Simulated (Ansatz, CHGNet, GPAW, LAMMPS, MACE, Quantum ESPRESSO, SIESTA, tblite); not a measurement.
# SIESTA on glassy 61Al2O3-39P2O5 (mol %) (104 atoms): settings against a plane-wave reference, part 2 of 2

Aim: run glassy 61Al2O3-39P2O5 (mol %) (104 atoms) in SIESTA and see how near its forces come to a plane-wave reference, and at what cost.

Program: SIESTA 5.4.2; the method stands at each step. Banners, paths, timers and routine set-up lines are dropped from the logs unmarked, and long logs keep their key lines alone; longer cuts are marked. The potentials were converted by us to PSML.

So far. Step 2 (PBE, DZP, shift 0.01 Ry, mesh 500 Ry): Forces lie 15 % from the reference's, at 0.41 times its CPU time. Step 3 (PBE, DZ, shift 0.01 Ry, mesh 500 Ry): Against the first run (15 %), the force difference from the reference is 158 %, at 0.40 times the CPU time (on 2 against 4 cores), with 832 basis functions against 1352: the smaller basis costs accuracy.

## 4. PBE, SZ, shift 0.02 Ry, mesh 500 Ry

Method: Kohn-Sham DFT, PBE, PseudoDojo 0.4.1 norm-conserving pseudopotentials (converted to PSML), numerical atomic orbitals (SZ), diagonalisation.

input.fdf

```
SystemLabel cell
NumberOfAtoms 104
NumberOfSpecies 3
%block ChemicalSpeciesLabel
  1 13 Al
  2 15 P
  3 8 O
%endblock ChemicalSpeciesLabel
LatticeConstant 1.0 Ang
%block LatticeVectors
  10.92802 0.00000 0.00000
  0.00000 10.92802 0.00000
  0.00000 0.00000 10.92802
%endblock LatticeVectors
PAO.BasisSize SZ
PAO.EnergyShift 0.02 Ry
XC.Functional GGA
XC.Authors PBE
MeshCutoff 500 Ry
%block kgrid_Monkhorst_Pack
  1 0 0 0.0
  0 1 0 0.0
  0 0 1 0.0
%endblock kgrid_Monkhorst_Pack
SolutionMethod diagon
OccupationFunction FD
ElectronicTemperature 580 K
SCF.Mixer.Method Pulay
SCF.Mixer.Weight 0.15
SCF.Mixer.History 8
SCF.Mix Hamiltonian
MaxSCFIterations 300
SCF.DM.Tolerance 1e-04
SCF.H.Tolerance 1.0e-3 eV
WriteForces T
Write.HirshfeldPop T
Write.VoronoiPop T
Write.DM F
Write.H F
XML.Write F
AtomicCoordinatesFormat Fractional
%block AtomicCoordinatesAndAtomicSpecies
[... 104 atom lines left out: the same atoms as in the first run ...]
%endblock AtomicCoordinatesAndAtomicSpecies
```

Started as:

```bash
$ OMP_NUM_THREADS=1 siesta < input.fdf > output.txt
```

The program printed:

```text
Version         : 5.4.2
reinit: System Name:
reinit: System Label: cell
initatom: Reading input for the pseudopotentials and atomic orbitals ----------
Species number:   1 Atomic number:   13 Label: Al
Species number:   2 Atomic number:   15 Label: P
Species number:   3 Atomic number:    8 Label: O
Ground state valence configuration (from tables):   3s02  3p01  3d00  4f00
Ground state valence configuration (from tables):   3s02  3p03  3d00  4f00
Ground state valence configuration (from tables):   2s02  2p04  3d00  4f00
---- Processing specs for species: Al
GGA--PBE XC_GGA_X_PBE--XC_GGA_C_PBE pb
---- Processing specs for species: P
GGA--PBE XC_GGA_X_PBE--XC_GGA_C_PBE pb
---- Processing specs for species: O
GGA--PBE XC_GGA_X_PBE--XC_GGA_C_PBE pb
Using PAO.SplitTailNorm
[... lines left out ...]
Total number of electrons:   544.000000
[... lines left out ...]
stepf: Fermi-Dirac step function
        iscf     Eharris(eV)        E_KS(eV)     FreeEng(eV)     dDmax    Ef(eV) dHmax(eV)
[... lines left out ...]
SCF Convergence by DM+H criterion
[... lines left out ...]
SCF cycle converged after 13 iterations
[... lines left out ...]
   Max   11.203908
[... lines left out ...]
   Max   11.203908    constrained
Stress tensor Voigt[x,y,z,yz,xz,xy] (kbar):     -215.01     -269.76     -242.02      -26.96       13.21        4.22
[... lines left out ...]
siesta: Etot    =    -34448.855181
siesta: FreeEng =    -34448.855181
siesta: Final energy (eV):
siesta:  Band Struct. =   -6822.599761
siesta:       Kinetic =   23766.964423
siesta:       Hartree =   13738.024318
siesta:         Exch. =   -8836.174340
siesta:         Corr. =    -651.559210
siesta:   Exch.-corr. =   -9487.733549
siesta:  Ion-electron =  -47508.598097
siesta:       Ion-ion =  -14957.512276
siesta:         Total =  -34448.855181
siesta:         Fermi =      -2.144095
siesta: Stress tensor (static) (eV/Ang**3):
siesta:    -0.134196    0.002632    0.008246
siesta:     0.002632   -0.168369   -0.016827
siesta:     0.008246   -0.016827   -0.151059
siesta: Cell volume =       1305.041864 Ang**3
siesta: Pressure (static):
siesta:                Solid            Molecule  Units
siesta:           0.00164686          0.00194341  Ry/Bohr**3
siesta:           0.15120793          0.17843602  eV/Ang**3
siesta:         242.26181460        285.88601619  kBar
    Orbital volume contribution        =          16.876010 eV
    (Free)E + p_basis*V_orbitals       =      -34431.979172 eV
    (Free)Eharris+ p_basis*V_orbitals  =      -34431.979172 eV
Hirshfeld Atomic Populations:
Atom #   charge [q] valence [e]  Species
     1     0.340499    2.659501  Al
     2     0.417302    2.582698  Al
     3     0.397373    2.602627  Al
[...]
23     0.706030    4.293970  P
    24     0.721815    4.278185  P
    25     0.692347    4.307653  P
[...]
37    -0.297514    6.297514  O
    38    -0.258413    6.258413  O
    39    -0.312057    6.312057  O
[...]
--------------------
 Total    -0.000014
Voronoi Atomic Populations:
Atom #   charge [q] valence [e]  Species
[...]
21     0.532542    2.467458  Al
    22     0.394774    2.605226  Al
[...]
35     0.830821    4.169179  P
    36     0.764815    4.235185  P
[...]
103    -0.261156    6.261156  O
   104    -0.298505    6.298505  O
--------------------
 Total    -0.000014
```

It took 92 s on 1 thread of Arm Neoverse V2, shared host; peak memory 0.92 GiB.

Numbers from this run, and their distance from the reference:

- r.m.s. force component: 3.051 eV/Å
- r.m.s. difference of force components: 2454 meV/Å
- longest difference of force vectors: 7189 meV/Å
- force difference over r.m.s. force: 211.4 %
- slope of forces against the reference's: 1.72
- correlation of force components: 0.6544
- gap (highest filled to lowest empty level): 2.562 eV
- gap difference: -0.7868 eV
- pressure: 24.23 GPa
- pressure difference: 18.71 GPa

This is a coarse setting, run to see what it loses.

Against the first run (15 %), the force difference from the reference is 211 %, at 0.21 times the CPU time (on 1 against 4 cores).

The difference per atom is largest on O (4.4 eV/Å on average, against 1.3 on P).

## 5. The ladder

Differences are against the plane-wave reference, forces as r.m.s. over components; share is that over the reference's r.m.s. force, slope the least-squares factor from reference forces to these. Total energies of different programs have different zeros and aren't compared.

```
                                                run  Δ force, r.m.s. (meV/Å)  share (%)  slope  Δ pressure (GPa)  Δ gap (eV)  cores  CPU time  memory (GiB)
                                          reference                        -          -      -                 -           -      4    18 min           4.3
        SIESTA PBE, DZP, shift 0.01 Ry, mesh 500 Ry                      172       14.8  1.078              2.42     -0.0396      4   7.3 min           3.0
SIESTA PBE, DZ, shift 0.01 Ry, mesh 500 Ry (coarse)                     1828        158  1.528              19.6      -0.380      2   2.9 min           1.6
SIESTA PBE, SZ, shift 0.02 Ry, mesh 500 Ry (coarse)                     2454        211  1.720              18.7      -0.787      1      92 s          0.92
```

Rows marked coarse were listed beforehand as settings not expected to be converged; some can still land near the reference.

CPU time is summed over cores on a shared host, where runs went side by side, so it is rough. Symmetry, cutoffs, thresholds, outputs and thread counts weren't matched or tuned between programs; memory under MPI is the largest rank's times the ranks.

## 6. Outcome

- nearest in forces: SIESTA PBE, DZP, shift 0.01 Ry, mesh 500 Ry, 15 %
- its CPU time: 7.3 min

**Reading.** The PBE run in local orbitals, coarse settings apart, differs by 15 % (SIESTA PBE, DZP, shift 0.01 Ry, mesh 500 Ry); basis, grid and potentials can all enter. Runs with settings chosen to be coarse differ by 158 % (SIESTA PBE, DZ, shift 0.01 Ry, mesh 500 Ry) to 211 % (SIESTA PBE, SZ, shift 0.02 Ry, mesh 500 Ry), their programs' other errors included. Of the electronic-structure runs that take under half the reference's CPU time, SIESTA PBE, DZP, shift 0.01 Ry, mesh 500 Ry comes nearest, at 15 % in 7.3 min against 18 min; its pressure misses by +2.4 GPa. At the same functional, gaps differ from the reference's 3.35 eV by between -0.79 and -0.04 eV. In pressure, SIESTA PBE, DZ, shift 0.01 Ry, mesh 500 Ry misses by +19.6 GPa, at the same functional. The reference's pressure holds the uncorrected Pulay stress of its 60 Ry basis, so small pressure differences, and their order, may be the reference's own error. In our tests on small cells the SSSP efficiency potentials stood apart from two norm-conserving sets, for C–F bonds most and for P–O bonds less, so differences between them and other runs here needn't be the other run's error. The quench rate of 50 K/ps is many orders above laboratory rates, so the cell is likely richer in defects and strain than a real sample. The network of bonds at the start is that of the classical potential that made the cell, and needn't be the one that DFT or experiment would give. The reference's stress is far from hydrostatic: its diagonal is 2.4, 8.5, 5.6 GPa, compression counted positive. The electronic-structure runs sample only Γ, in a cell whose shortest periodic width is 11 Å.

[Also dropped from logs without a mark: logging warnings of Python, and SIESTA's first energy breakdown and zero terms.]

[Logs are printed without paths, hosts, clocks, repeated set-up lines and the standing remarks that a program may print on its own settings, such as how far it seeks lower states.]

[Hosts, paths, dates, database ids (printed as entryN), source tags and the programs' standing remarks are cut or masked in the printed files.]
